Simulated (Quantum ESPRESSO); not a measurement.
# Magnetic state of MnCO3 (Rhodochrosite) from several starts

Does MnCO3 (Rhodochrosite) prefer parallel or opposed moments?

Calculated with Quantum ESPRESSO 7.5; LDA; plane waves with GBRV 1.5 LDA potentials, no spin-orbit coupling.

**1. The starting structure**

It takes space group R-3c (No. 167, trigonal). Conventional cell: a = 4.773 Å, b = 4.773 Å, c = 15.642 Å, α = 90.00°, β = 90.00°, γ = 120.00°. Nearest to Mn lie 6 O at 2.19 Å. Nearest to C lie 3 O at 1.29 Å. O has 1 C at 1.29 Å and 2 Mn at 2.19 Å nearest. Farther neighbours and most contacts between anions are not listed.

The cell comes from the Crystallography Open Database.

**2. Run 1, typed as ferro ++**

The signs are those of the starting moments on the seeded atoms, the atoms that are given a moment.

Contents of pw.in:

```
&CONTROL
  calculation = 'scf'
  prefix = 'pwscf'
  outdir = './tmp'
  pseudo_dir = './pseudo'
  disk_io = 'nowf'
/
&SYSTEM
  ibrav = 0
  celldm(1) = 8
  nat = 10
  ntyp = 3
  ecutwfc = 40
  ecutrho = 280
  nbnd = 55
  occupations = 'smearing'
  smearing = 'fd'
  degauss = 0.00367493
  nspin = 2
  starting_magnetization(1) = 0.3
  starting_magnetization(2) = 0
  starting_magnetization(3) = 0
/
&ELECTRONS
  conv_thr = 2d-08
  electron_maxstep = 150
  mixing_beta = 0.3
/
ATOMIC_SPECIES
Mn     54.9380 mn_lda_v1.5.uspp.F.UPF
C      12.0110 c_lda_v1.2.uspp.F.UPF
O      15.9990 o_lda_v1.2.uspp.F.UPF
CELL_PARAMETERS alat
   0.5637289245524    0.3254690463354    1.2316290017248
  -0.5637289245524    0.3254690463354    1.2316290017248
   0.0000000000000   -0.6509380926707    1.2316290017248
ATOMIC_POSITIONS crystal
Mn      0.0000000000    0.0000000000    0.0000000000
Mn      0.5000000000    0.5000000000    0.5000000000
C       0.2500000000    0.2500000000    0.2500000000
C       0.7500000000    0.7500000000    0.7500000000
O       0.5195000000    0.9805000000    0.2500000000
O       0.2500000000    0.5195000000    0.9805000000
O       0.9805000000    0.2500000000    0.5195000000
O       0.4805000000    0.0195000000    0.7500000000
O       0.7500000000    0.4805000000    0.0195000000
O       0.0195000000    0.7500000000    0.4805000000
K_POINTS automatic
6 6 6 0 0 0
```

The run is started by

```
$ OMP_NUM_THREADS=1 mpirun -n 4 pw.x -nk 4 -in pw.in > pw.out
```

The program printed:

```text
Program PWSCF v.7.5 starts

     Message from routine setup:
     using ibrav=0 with symmetry is DISCOURAGED, use correct ibrav instead

     K-points division:     npool     =       4
     Subspace diagonalization in iterative solution of the eigenvalue problem:

     G-vector sticks info
     --------------------
     sticks:   dense  smooth     PW     G-vecs:    dense   smooth      PW
     Sum        2051    1175    361                54851    23739    4023

     Using Slab Decomposition

     bravais-lattice index     =            0
     lattice parameter (alat)  =       8.0000  a.u.
     unit-cell volume          =     694.1944 (a.u.)^3
     number of atoms/cell      =           10
     number of atomic types    =            3
     number of electrons       =        74.00
     number of Kohn-Sham states=           55
     kinetic-energy cutoff     =      40.0000  Ry
     charge density cutoff     =     280.0000  Ry
     scf convergence threshold =      2.0E-08
     mixing beta               =       0.3000
     number of iterations used =            8  plain     mixing
     Exchange-correlation= SLA  PZ   NOGX NOGC
                           (   1   1   0   0   0   0   0)

     celldm(1)=   8.000000  celldm(2)=   0.000000  celldm(3)=   0.000000
     celldm(4)=   0.000000  celldm(5)=   0.000000  celldm(6)=   0.000000

     crystal axes: (cart. coord. in units of alat)
               a(1) = (   0.563729   0.325469   1.231629 )
               a(2) = (  -0.563729   0.325469   1.231629 )
               a(3) = (   0.000000  -0.650938   1.231629 )

     reciprocal axes: (cart. coord. in units 2 pi/alat)
               b(1) = (  0.886951  0.512081  0.270644 )
               b(2) = ( -0.886951  0.512081  0.270644 )
               b(3) = (  0.000000 -1.024163  0.270644 )

     PseudoPot. # 1 for Mn read from file:
     mn_lda_v1.5.uspp.F.UPF
     Pseudo is Ultrasoft + core correction, Zval = 15.0
     Generated by new atomic code, or converted to UPF format
     Using radial grid of  859 points,  6 beta functions with:
                l(1) =   0
                l(2) =   0
                l(3) =   1
                l(4) =   1
                l(5) =   2
                l(6) =   2
     Q(r) pseudized with  8 coefficients,  rinner =    0.950   0.950   0.950
                                                       0.950   0.950

     PseudoPot. # 2 for C  read from file:
     c_lda_v1.2.uspp.F.UPF
     Pseudo is Ultrasoft + core correction, Zval =  4.0
     Generated by new atomic code, or converted to UPF format
     Using radial grid of  721 points,  4 beta functions with:
                l(1) =   0
                l(2) =   0
                l(3) =   1
                l(4) =   1
     Q(r) pseudized with  8 coefficients,  rinner =    1.100   1.100   1.100

     PseudoPot. # 3 for O  read from file:
     o_lda_v1.2.uspp.F.UPF
     Pseudo is Ultrasoft + core correction, Zval =  6.0
     Generated by new atomic code, or converted to UPF format
     Using radial grid of  737 points,  5 beta functions with:
                l(1) =   0
                l(2) =   0
                l(3) =   1
                l(4) =   1
                l(5) =   2
     Q(r) pseudized with  8 coefficients,  rinner =    0.900   0.900   0.900
                                                       0.900   0.900

     atomic species   valence    mass     pseudopotential
     Mn               15.00    54.93800     Mn( 1.00)
     C                 4.00    12.01100     C ( 1.00)
     O                 6.00    15.99900     O ( 1.00)

     Starting magnetic structure
     atomic species   magnetization
     Mn              0.300
     C               0.000
     O               0.000

     12 Sym. Ops., with inversion, found ( 6 have fractional translation)

   Cartesian axes

     site n.     atom                  positions (alat units)
         1        Mn     tau(   1) = (   0.0000000   0.0000000   0.0000000  )
         2        Mn     tau(   2) = (   0.0000000   0.0000000   1.8474435  )
         3        C      tau(   3) = (   0.0000000   0.0000000   0.9237218  )
         4        C      tau(   4) = (   0.0000000   0.0000000   2.7711653  )
         5        O      tau(   5) = (  -0.2598790   0.3254690   2.1553508  )
         6        O      tau(   6) = (  -0.1519249  -0.3877964   2.1553508  )
         7        O      tau(   7) = (   0.4118040   0.0623273   2.1553508  )
         8        O      tau(   8) = (   0.2598790  -0.3254690   1.5395363  )
         9        O      tau(   9) = (   0.1519249   0.3877964   1.5395363  )
        10        O      tau(  10) = (  -0.4118040  -0.0623273   1.5395363  )

     number of k points=    32  Fermi-Dirac smearing, width (Ry)=  0.0037
                       cart. coord. in units 2pi/alat
        k(    1) = (   0.0000000   0.0000000   0.0000000), wk =   0.0046296
        k(    2) = (   0.0000000  -0.1706938   0.0451074), wk =   0.0277778
        k(    3) = (   0.0000000  -0.3413876   0.0902148), wk =   0.0277778
        k(    4) = (   0.0000000   0.5120815  -0.1353221), wk =   0.0138889
        k(    5) = (  -0.1478252  -0.0853469   0.0902148), wk =   0.0277778
        [... 27 further k-points ...]

     Dense  grid:    54851 G-vectors     FFT dimensions: (  60,  60,  60)

     Smooth grid:    23739 G-vectors     FFT dimensions: (  48,  48,  48)

     Check: negative core charge=   -0.000031
     Generating pointlists ...
     new r_m :   0.2137 (alat units)  1.7092 (a.u.) for type    1
     new r_m :   0.1253 (alat units)  1.0027 (a.u.) for type    2
     new r_m :   0.1253 (alat units)  1.0027 (a.u.) for type    3

     Initial potential from superposition of free atoms

     starting charge      72.9998, renormalised to      74.0000
     Starting wfcs are   58 randomized atomic wfcs

     Self-consistent Calculation

     iteration #  1     ecut=    40.00 Ry     beta= 0.30
     Davidson diagonalization with overlap
     ethr =  1.00E-02,  avg # of iterations =  5.3

     total energy              =    -639.07507666 Ry
     estimated scf accuracy    <       1.19863601 Ry

     total magnetization       =    10.00 Bohr mag/cell
     absolute magnetization    =    10.00 Bohr mag/cell

     iteration #  2     ecut=    40.00 Ry     beta= 0.30
     Davidson diagonalization with overlap
     ethr =  1.62E-03,  avg # of iterations =  2.2

     total energy              =    -639.24616637 Ry
     estimated scf accuracy    <       0.09052092 Ry

     total magnetization       =    10.00 Bohr mag/cell
     absolute magnetization    =    10.00 Bohr mag/cell

     iteration #  3     ecut=    40.00 Ry     beta= 0.30
     Davidson diagonalization with overlap
     ethr =  1.22E-04,  avg # of iterations =  7.6

     negative rho (up, down):  0.000E+00 3.738E-04

     total energy              =    -639.25065664 Ry
     estimated scf accuracy    <       0.03387274 Ry

     total magnetization       =    10.00 Bohr mag/cell
     absolute magnetization    =    10.00 Bohr mag/cell

     [... further iterations left out ...]

     iteration #  8     ecut=    40.00 Ry     beta= 0.30
     Davidson diagonalization with overlap
     ethr =  2.43E-08,  avg # of iterations =  1.5

     negative rho (up, down):  0.000E+00 6.329E-04

     total energy              =    -639.25248110 Ry
     estimated scf accuracy    <       0.00000134 Ry

     total magnetization       =    10.00 Bohr mag/cell
     absolute magnetization    =    10.00 Bohr mag/cell

     iteration #  9     ecut=    40.00 Ry     beta= 0.30
     Davidson diagonalization with overlap
     ethr =  1.81E-09,  avg # of iterations =  2.5

     negative rho (up, down):  0.000E+00 6.328E-04

     total energy              =    -639.25248152 Ry
     estimated scf accuracy    <       0.00000040 Ry

     total magnetization       =    10.00 Bohr mag/cell
     absolute magnetization    =    10.00 Bohr mag/cell

     iteration # 10     ecut=    40.00 Ry     beta= 0.30
     Davidson diagonalization with overlap
     ethr =  5.43E-10,  avg # of iterations =  2.0

     negative rho (up, down):  0.000E+00 6.325E-04

     total energy              =    -639.25248163 Ry
     estimated scf accuracy    <       0.00000002 Ry

     total magnetization       =    10.00 Bohr mag/cell
     absolute magnetization    =    10.00 Bohr mag/cell

     iteration # 11     ecut=    40.00 Ry     beta= 0.30
     Davidson diagonalization with overlap
     ethr =  3.16E-11,  avg # of iterations =  2.0

     negative rho (up, down):  0.000E+00 6.322E-04

     Magnetic moment per site  (integrated on atomic sphere of radius R)
     atom   1 (R=0.214)  charge= 12.5048  magn=  4.1758
     atom   2 (R=0.214)  charge= 12.5048  magn=  4.1758
     atom   3 (R=0.125)  charge=  1.3087  magn=  0.0208
     atom   4 (R=0.125)  charge=  1.3087  magn=  0.0208
     atom   5 (R=0.125)  charge=  3.2950  magn=  0.0512
     atom   6 (R=0.125)  charge=  3.2950  magn=  0.0512
     atom   7 (R=0.125)  charge=  3.2950  magn=  0.0512
     atom   8 (R=0.125)  charge=  3.2950  magn=  0.0512
     atom   9 (R=0.125)  charge=  3.2950  magn=  0.0512
     atom  10 (R=0.125)  charge=  3.2950  magn=  0.0512

     End of self-consistent calculation

     [... lines left out ...]
     the Fermi energy is     8.8542 ev

!    total energy              =    -639.25248165 Ry
     estimated scf accuracy    <          7.1E-09 Ry
     smearing contrib. (-TS)   =      -0.00000001 Ry
     internal energy E=F+TS    =    -639.25248164 Ry

     The total energy is F=E-TS. E is the sum of the following terms:
     one-electron contribution =    -329.44083630 Ry
     hartree contribution      =     199.12901485 Ry
     xc contribution           =    -103.23631484 Ry
     ewald contribution        =    -405.70434535 Ry

     total magnetization       =    10.00 Bohr mag/cell
     absolute magnetization    =    10.00 Bohr mag/cell

     convergence has been achieved in  11 iterations

=------------------------------------------------------------------------------=
   JOB DONE.
=------------------------------------------------------------------------------=
```

Elapsed: 75 s, on 4 MPI ranks of Arm Neoverse V2, shared host; peak memory 0.65 GiB; 5 min of CPU time.

Spin moment in the atom's sphere by atom:

| atom | spin moment in the atom's sphere (μB) |
| --- | --- |
| Mn1 | 4.18 |
| Mn2 | 4.18 |
| C3 | 0.02 |
| C4 | 0.02 |
| O5 | 0.05 |
| O6 | 0.05 |
| O7 | 0.05 |
| O8 | 0.05 |
| O9 | 0.05 |
| O10 | 0.05 |

Read from the output:

* smearing term TS: 9.74e-8 eV
* magnetization: 10 μB
* absolute magnetization: 10 μB
* final state: ferromagnetic

(Continued in part 2 of 2.)

[Logs and program files are shortened in this print: banners, set-up blocks, solver, clock and traceback lines can be left out without a mark of their own.]

[Logs are printed without paths, hosts, clocks, repeated set-up lines and the standing remarks that a program may print on its own settings, such as how far it seeks lower states.]

[Hosts, paths, dates, database ids (printed as entryN), source tags and the programs' standing remarks are cut or masked in the printed files.]

[Where a cell is said to come from a database of computed structures, the database is the Materials Project.]
